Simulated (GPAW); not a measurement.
# Ballistic transport through a Pt chain with an Au atom on top of one atom, from relaxation to T(E), part 2 of 2

How well does a Pt chain with an Au atom on top of one atom conduct once its atoms have relaxed, and how much do cheaper levels lose?

GPAW 26.7.0; GPAW LCAO, PAW setups; relaxation of the junction within the symmetry of its start, lead ends held (the session's first sound run).

So far, transmission at the Fermi level (one spin): step 3 (double-zeta polarised basis) 2.04; step 4 (basis szp(dzp)) 2.06; step 5 (basis sz(dzp)) 2.01.

## Step 6: RPBE in the dzp basis: xc = "RPBE"

Level of this step: GPAW LCAO, PAW setups; Landauer transmission from Green's functions with principal layers (ASE), zero bias (GPAW).

Back in the dzp basis, the functional changes from PBE to RPBE, to set the spread between functionals beside that between bases.

Input file run.py:

```python
import json
import numpy as np
from ase import Atoms
from ase.transport.calculators import TransportCalculator
from gpaw import GPAW, FermiDirac
from gpaw.lcao.tools import get_lcao_hamiltonian
from scipy.linalg import eigh

# The junction with lead layers at both ends, along the third cell vector
device = Atoms(
    ['Pt', 'Pt', 'Pt', 'Pt', 'Pt', 'Pt', 'Pt', 'Pt', 'Pt', 'Au', 'Pt', 'Pt', 'Pt', 'Pt', 'Pt', 'Pt', 'Pt', 'Pt'],
    positions=[
        [4.50000, 4.50000, 1.20000],
        [4.50000, 4.50000, 3.60000],
        [4.50000, 4.50000, 6.00000],
        [4.50000, 4.50000, 8.40000],
        [4.50000, 4.50000, 10.80000],
        [4.50000, 4.50000, 13.20000],
        [4.50000, 4.50000, 15.60000],
        [5.05043, 4.50000, 18.05540],
        [3.98787, 4.50000, 20.40000],
        [6.58719, 4.50000, 20.40000],
        [5.05043, 4.50000, 22.74460],
        [4.50000, 4.50000, 25.20000],
        [4.50000, 4.50000, 27.60000],
        [4.50000, 4.50000, 30.00000],
        [4.50000, 4.50000, 32.40000],
        [4.50000, 4.50000, 34.80000],
        [4.50000, 4.50000, 37.20000],
        [4.50000, 4.50000, 39.60000]],
    cell=[[9.0, 0.0, 0.0], [0.0, 9.0, 0.0], [0.0, 0.0, 40.8]],
    pbc=True)

# One principal layer of the lead: the first 5 atoms of the device
lead = Atoms(
    ['Pt', 'Pt', 'Pt', 'Pt', 'Pt'],
    positions=[
        [4.50000, 4.50000, 1.20000],
        [4.50000, 4.50000, 3.60000],
        [4.50000, 4.50000, 6.00000],
        [4.50000, 4.50000, 8.40000],
        [4.50000, 4.50000, 10.80000]],
    cell=[[9.0, 0.0, 0.0], [0.0, 9.0, 0.0], [0.0, 0.0, 12.0]],
    pbc=True)

settings = dict(mode='lcao', basis='dzp', xc='RPBE', h=0.2,
                occupations=FermiDirac(0.1), maxiter=250,
                mixer=dict(beta=0.1, nmaxold=8, weight=100.0),
                convergence=dict(density=0.0001))
energies = np.arange(-2, 2 + 1e-9, 0.025)
eta = 0.0001
n1, n2 = 1, 1
# k and -k transmit alike, so half of the mesh across the current serves
mesh = [(i, j) for i in range(n1) for j in range(n2) if (i, j) <= (-i % n1, -j % n2)]
weights = np.array([1 if (i, j) == (-i % n1, -j % n2) else 2 for i, j in mesh]) / (n1 * n2)

# [... helper functions left out ...]
fermi_lead = ground_state(lead, (1, 1, 10), 'lead.txt')
fermi_device = ground_state(device, (1, 1, 2), 'device.txt')
# [... loop over the mesh left out, but for ...]
        # Shift the lead onto the potential of the device's first layer
        shift = ((H[:, 0, 0] - H0[:, 0, 0]) / S0[0, 0]).real.mean()
# [...]
kT = 8.617333e-5 * 300
bias = [0.1, 0.2, 0.5, 1.0, 1.5, 2.0]
# [... integrals and printing left out ...]
```

Run with:

```bash
OMP_NUM_THREADS=1 OPENBLAS_NUM_THREADS=1 python run.py
```

The program printed:

```text
basis functions: device 474, principal layer 135
Fermi level: lead -4.4322 eV, device -4.2546 eV; lead shifted by -0.0007 eV
largest coupling past the next layer 8.00e-06 eV, largest misfit of the first layer 0.095 eV
  E-E_F (eV)   T (one spin)  [channel counts left out]
    -2.000    1.6949e+00
    -1.975    1.5063e+00
    -1.950    1.3985e+00
[...]
1.975    9.4733e-01
     2.000    9.4174e-01
conductance at 300 K: 2.0406 G0 a cell; thermopower 21.03 uV/K
current from the zero-bias T(E) at 0.1 V: 15.832 uA
current from the zero-bias T(E) at 0.2 V: 31.723 uA
current from the zero-bias T(E) at 0.5 V: 75.127 uA
current from the zero-bias T(E) at 1.0 V: 149.46 uA
current from the zero-bias T(E) at 1.5 V: 232.3 uA
current from the zero-bias T(E) at 2.0 V: 303.87 uA
```

It took 4.8 min on 1 thread of Arm Neoverse V1, shared host; peak memory 1.6 GiB.

Numbers from this step:

```yaml
conductance: 2.041 G₀
thermopower: 21.03 μV/K
largest_coupling_past_the_next_principal_layer: 8.00e-6 eV
largest_misfit_of_the_first_principal_layer: 0.09502 eV
shift_that_aligns_the_lead: -7.14e-4 eV
basis_functions_of_the_junction: 474
basis_functions_of_a_principal_layer: 135
transmission_at_the_fermi_level_one_spin: 2.030
```

One spin. The transmission, zone mean by energy, zero at the Fermi level:

```csv
energy (eV),"transmission, zone mean"
-2.000,1.69
-1.900,1.30
-1.800,1.27
-1.700,1.34
-1.600,1.46
-1.550,2.23
-1.500,1.85
-1.400,2.32
-1.300,2.78
-1.200,2.88
-1.100,2.96
-1.000,3.08
-0.900,3.27
-0.800,3.78
-0.700,3.51
-0.600,3.60
-0.500,3.52
-0.400,3.28
-0.300,2.12
-0.200,2.40
-0.125,2.79
-0.100,2.69
0.000,2.03
0.100,1.48
0.200,1.18
0.300,1.02
0.400,0.962
0.500,0.898
0.600,0.799
0.700,0.579
0.800,0.392
0.900,0.240
1.000,0.0591
1.100,0.0211
1.200,0.318
1.300,0.687
1.400,0.892
1.500,0.974
1.600,0.998
1.700,0.996
1.800,0.982
1.900,0.963
2.000,0.942
```

The conductance, 2.04 G₀, lies 0.3 % below that of the dzp run.

## Step 7: Without the relaxation: geometry = "as built"

The dzp basis with PBE on the structure as first built shows what the relaxation was worth.

Changes to run.py since step 6:

```diff
@@ -19,6 +19,6 @@
         [4.50000, 4.50000, 15.60000],
-        [5.05043, 4.50000, 18.05540],
-        [3.98787, 4.50000, 20.40000],
-        [6.58719, 4.50000, 20.40000],
-        [5.05043, 4.50000, 22.74460],
+        [4.50000, 4.50000, 18.00000],
+        [4.50000, 4.50000, 20.40000],
+        [6.87660, 4.50000, 20.40000],
+        [4.50000, 4.50000, 22.80000],
         [4.50000, 4.50000, 25.20000],
@@ -45,3 +45,3 @@
 
-settings = dict(mode='lcao', basis='dzp', xc='RPBE', h=0.2,
+settings = dict(mode='lcao', basis='dzp', xc='PBE', h=0.2,
                 occupations=FermiDirac(0.1), maxiter=250,
```

The program printed:

```text
basis functions: device 474, principal layer 135
Fermi level: lead -4.5367 eV, device -4.3504 eV; lead shifted by -0.0002 eV
largest coupling past the next layer 8.09e-06 eV, largest misfit of the first layer 0.015 eV
  E-E_F (eV)   T (one spin)  [channel counts left out]
    -2.000    1.9806e+00
    -1.975    2.4403e+00
    -1.950    2.6054e+00
[...]
1.975    9.9531e-01
     2.000    9.9541e-01
conductance at 300 K: 3.6197 G0 a cell; thermopower 1.112 uV/K
current from the zero-bias T(E) at 0.1 V: 28.034 uA
current from the zero-bias T(E) at 0.2 V: 55.993 uA
current from the zero-bias T(E) at 0.5 V: 138.62 uA
current from the zero-bias T(E) at 1.0 V: 284.97 uA
current from the zero-bias T(E) at 1.5 V: 428.91 uA
current from the zero-bias T(E) at 2.0 V: 536.17 uA
```

It took 4.3 min on 1 thread; peak memory 1.6 GiB.

This step gave:

```
conductance                                    : 3.620 G₀
largest coupling past the next principal layer : 8.09e-6 eV
largest misfit of the first principal layer    : 0.01539 eV
shift that aligns the lead                     : -2.39e-4 eV
transmission at the Fermi level (one spin)     : 3.624
```

The conductance, 3.62 G₀, lies 77 % above that of the dzp run.

## Step 8: The ladder

Times are for 1 thread of Arm Neoverse V1, shared host. The runs compared:

```csv
no.,run,conductance (G₀),time,memory (GiB)
1,dzp,2.047,5.2 min,1.6
2,szp,2.072,2.7 min,1.5
3,sz,2.021,1.8 min,1.4
4,dzp RPBE,2.041,4.8 min,1.6
5,asbuilt,3.620,4.3 min,1.6
```

## Step 9: Comparison

The curves are compared point by point over the common energies.

This step: comparison of transmission and cost over codes, levels and geometry (GPAW 26.7.0).

Ladder, by row:

```csv
step,code,T at the Fermi level (sum over the listed spins),conductance (G0),r.m.s. T(E) from the first,wall time (s),peak memory (GiB),threads
dzp,GPAW,2.037,2.047,0,309.7,1.56,1
szp,GPAW,2.064,2.072,0.09779,161.1,1.49,1
sz,GPAW,2.008,2.021,0.1342,109.3,1.45,1
dzp-RPBE,GPAW,2.03,2.041,0.03979,288.6,1.57,1
asbuilt,GPAW,3.624,3.62,1.359,257.9,1.57,1
```

Table of transmission, zone mean, sum over the listed spins by energy, zero at the Fermi level:

```csv
energy (eV),dzp,szp,sz,dzp-RPBE,asbuilt
-2.0000,1.78,1.56,1.31,1.69,1.98
-1.7500,1.28,1.27,1.30,1.30,2.87
-1.5000,1.83,1.64,2.30,1.85,3.19
-1.2500,2.81,2.70,2.72,2.78,3.68
-1.0000,3.08,2.90,2.86,3.08,5.07
-0.8000,3.82,3.64,3.45,3.78,5.03
-0.7500,3.70,3.61,3.69,3.63,5.05
-0.5000,3.55,3.58,3.60,3.52,5.08
-0.2500,1.87,1.90,1.86,1.95,3.68
-0.1250,2.79,2.82,2.74,2.79,3.67
0.0000,2.04,2.06,2.01,2.03,3.62
0.2500,1.11,1.08,1.08,1.10,3.26
0.5000,0.908,0.850,0.836,0.898,2.82
0.7500,0.421,0.485,0.484,0.440,0.732
1.0000,0.0464,0.110,0.122,0.0591,0.662
1.2500,0.546,0.389,0.331,0.518,0.964
1.5000,0.979,0.956,0.945,0.974,0.988
1.7500,0.987,0.994,0.995,0.990,0.994
2.0000,0.936,0.948,0.951,0.942,0.995
```

## Step 10: Grid spacing 0.16, potential alignment off, temperature 30: h = 0.16, align = false and temperature = 30

The real-space grid carries density and potential; a coarse one breaks translation symmetry along the lead and scatters electrons that should pass. Without the shift, lead and junction are matched by their Fermi levels alone. Temperature enters only through the Fermi window.

This step: GPAW LCAO, PAW setups; Landauer transmission from Green's functions with principal layers (ASE), zero bias (GPAW 26.7.0).

Changes to run.py since step 7:

```diff
@@ -19,6 +19,6 @@
         [4.50000, 4.50000, 15.60000],
-        [4.50000, 4.50000, 18.00000],
-        [4.50000, 4.50000, 20.40000],
-        [6.87660, 4.50000, 20.40000],
-        [4.50000, 4.50000, 22.80000],
+        [5.05043, 4.50000, 18.05540],
+        [3.98787, 4.50000, 20.40000],
+        [6.58719, 4.50000, 20.40000],
+        [5.05043, 4.50000, 22.74460],
         [4.50000, 4.50000, 25.20000],
@@ -45,3 +45,3 @@
 
-settings = dict(mode='lcao', basis='dzp', xc='PBE', h=0.2,
+settings = dict(mode='lcao', basis='dzp', xc='PBE', h=0.16,
                 occupations=FermiDirac(0.1), maxiter=250,
@@ -60,6 +60,6 @@
 # [... loop over the mesh left out, but for ...]
-        # Shift the lead onto the potential of the device's first layer
-        shift = ((H[:, 0, 0] - H0[:, 0, 0]) / S0[0, 0]).real.mean()
+        # Lead and device are aligned by their Fermi levels alone
+        shift = 0.0
 # [...]
-kT = 8.617333e-5 * 300
+kT = 8.617333e-5 * 30
 bias = [0.1, 0.2, 0.5, 1.0, 1.5, 2.0]
```

The program printed:

```text
basis functions: device 474, principal layer 135
Fermi level: lead -4.5365 eV, device -4.3619 eV; lead shifted by 0.0000 eV
largest coupling past the next layer 8.09e-06 eV, largest misfit of the first layer 0.100 eV
  E-E_F (eV)   T (one spin)  [channel counts left out]
    -2.000    1.7720e+00
    -1.975    1.5249e+00
    -1.950    1.3943e+00
    -1.925    1.3212e+00
    -1.900    1.2792e+00
    -1.875    1.2561e+00
    -1.850    1.2456e+00
    -1.825    1.2442e+00
    -1.800    1.2499e+00
    -1.775    1.2612e+00
    -1.750    1.2770e+00
    -1.725    1.2967e+00
    -1.700    1.3196e+00
    -1.675    1.3455e+00
    -1.650    1.3738e+00
    -1.625    1.4043e+00
[...]
1.825    9.7402e-01
     1.850    9.6907e-01
     1.875    9.6393e-01
     1.900    9.5863e-01
     1.925    9.5319e-01
     1.950    9.4765e-01
     1.975    9.4202e-01
     2.000    9.3632e-01
conductance at 30 K: 2.0319 G0 a cell; thermopower 2.357 uV/K
current from the zero-bias T(E) at 0.1 V: 15.791 uA
current from the zero-bias T(E) at 0.2 V: 31.828 uA
current from the zero-bias T(E) at 0.5 V: 74.865 uA
current from the zero-bias T(E) at 1.0 V: 150.02 uA
current from the zero-bias T(E) at 1.5 V: 233.39 uA
current from the zero-bias T(E) at 2.0 V: 305.32 uA
```

It took 8 min on 1 thread; peak memory 3 GiB.

This step gave:

| Quantity | Value |
| --- | --- |
| conductance | 2.032 G₀ |
| thermopower | 2.357 μV/K |
| largest misfit of the first principal layer | 0.09998 eV |
| shift that aligns the lead | 0 eV |
| transmission at the Fermi level (one spin) | 2.032 |

One spin. Transmission, zone mean against energy, zero at the Fermi level:

```csv
energy (eV),"transmission, zone mean"
-2.000,1.77
-1.800,1.25
-1.600,1.44
-1.550,2.46
-1.400,2.33
-1.200,2.86
-1.000,3.08
-0.800,3.82
-0.600,3.59
-0.400,3.33
-0.200,2.30
-0.125,2.78
0.000,2.03
0.200,1.18
0.400,0.970
0.600,0.806
0.800,0.374
1.000,0.0463
1.200,0.348
1.400,0.905
1.600,0.999
1.800,0.979
2.000,0.936
```

Not self-consistent under bias; the bias window is split evenly. Current through one cell, from the zero-bias transmission against bias:

```csv
bias (V),"current through one cell, from the zero-bias transmission (μA)"
0.100,15.8
0.200,31.8
0.500,74.9
1.000,150
1.500,233
2.000,305
```

The transmission of the three most open eigenchannels by energy, zero at the Fermi level:

```csv
energy (eV),channel 1,channel 2,channel 3
-2.000,0.697,0.575,0.501
-1.900,0.625,0.485,0.169
-1.800,0.648,0.483,0.120
-1.700,0.710,0.490,0.120
-1.600,0.784,0.501,0.152
-1.500,0.855,0.542,0.313
-1.400,0.917,0.688,0.591
-1.300,0.992,0.971,0.644
-1.200,0.983,0.946,0.689
-1.100,0.989,0.911,0.714
-1.000,0.980,0.843,0.657
-0.900,0.865,0.749,0.585
-0.800,0.988,0.909,0.811
-0.700,0.977,0.885,0.789
-0.600,0.992,0.944,0.779
-0.500,0.979,0.947,0.905
-0.400,0.990,0.963,0.916
-0.300,0.942,0.810,0.310
-0.200,0.966,0.901,0.428
-0.100,0.983,0.975,0.711
0.000,0.951,0.643,0.400
0.100,0.908,0.435,0.106
0.200,0.856,0.305,0.0202
0.300,0.782,0.210,0.0465
0.400,0.739,0.140,0.0913
0.500,0.697,0.123,0.0881
0.600,0.635,0.124,0.0471
0.700,0.524,0.0535,0.0102
0.800,0.374,4.2e-7,6.2e-10
0.900,0.221,4.2e-7,4.0e-11
1.000,0.0463,4.3e-7,2.7e-11
1.100,0.0318,4.3e-7,8.8e-12
1.200,0.348,4.4e-7,0
1.300,0.711,4.4e-7,0
1.400,0.905,4.4e-7,0
1.500,0.979,4.5e-7,0
1.600,0.999,4.5e-7,0
1.700,0.994,4.5e-7,0
1.800,0.979,4.6e-7,0
1.900,0.959,4.6e-7,0
2.000,0.936,4.6e-7,0
```

With these changes, and at 30 K in place of 300 K, the conductance is 2.03 G₀ against 2.05 in the dzp run; T at the Fermi level, which temperature doesn't enter, is 2.03 against 2.04.

## Step 11: Results

```yaml
conductance: 2.05 G₀
transmission_at_the_fermi_level_mean_of_the_spins: 2.04
thermopower: 21.5 μV/K
```

What this shows: In the dzp basis the junction conducts 2.05 G₀ at 300 K, with T = 2.04 a spin at the Fermi level; the sz basis reaches that conductance within 10 %. Relaxation moved atoms by up to 0.55 Å and took the conductance from 3.62 to 2.05 G₀, as a ratio a larger change than the step from dzp to the minimal basis. At the Fermi level the three most open eigenchannels pass 0.95, 0.65 and 0.40. The positive thermopower says that the thermally weighted transmission is larger below the Fermi level, as for hole-like transport. Measured against the first run (dzp), the nearest curve is that of dzp-RPBE (r.m.s. 0.040) and the farthest that of asbuilt (1.4). Over the compared runs wall time goes from 109 s (sz) to 310 s (dzp), on a shared host. The leads kept an estimated spacing and the cell its length, so the junction may be under some tension or compression. The geometry comes from the orbital basis, which tends to overbind, and kept the symmetry of the start, so a structure of lower symmetry may lie lower. The run had no spin polarisation, so a magnetic state, which chains and small molecules with open shells often have, wasn't tested. Spin-orbit coupling is left out, which matters for the heavy atoms here. An evenly spaced straight chain is an idealisation: free chains tend to dimerise, zigzag or, where a band edge lies near the Fermi level, turn magnetic. The currents use the zero-bias T(E) throughout, which holds only while the bias is small against the distance to the nearest feature.

[Logs are printed without paths, hosts, clocks, repeated set-up lines and the standing remarks that a program may print on its own settings, such as how far it seeks lower states.]

[Hosts, paths, dates, database ids (printed as entryN), source tags and the programs' standing remarks are cut or masked in the printed files.]
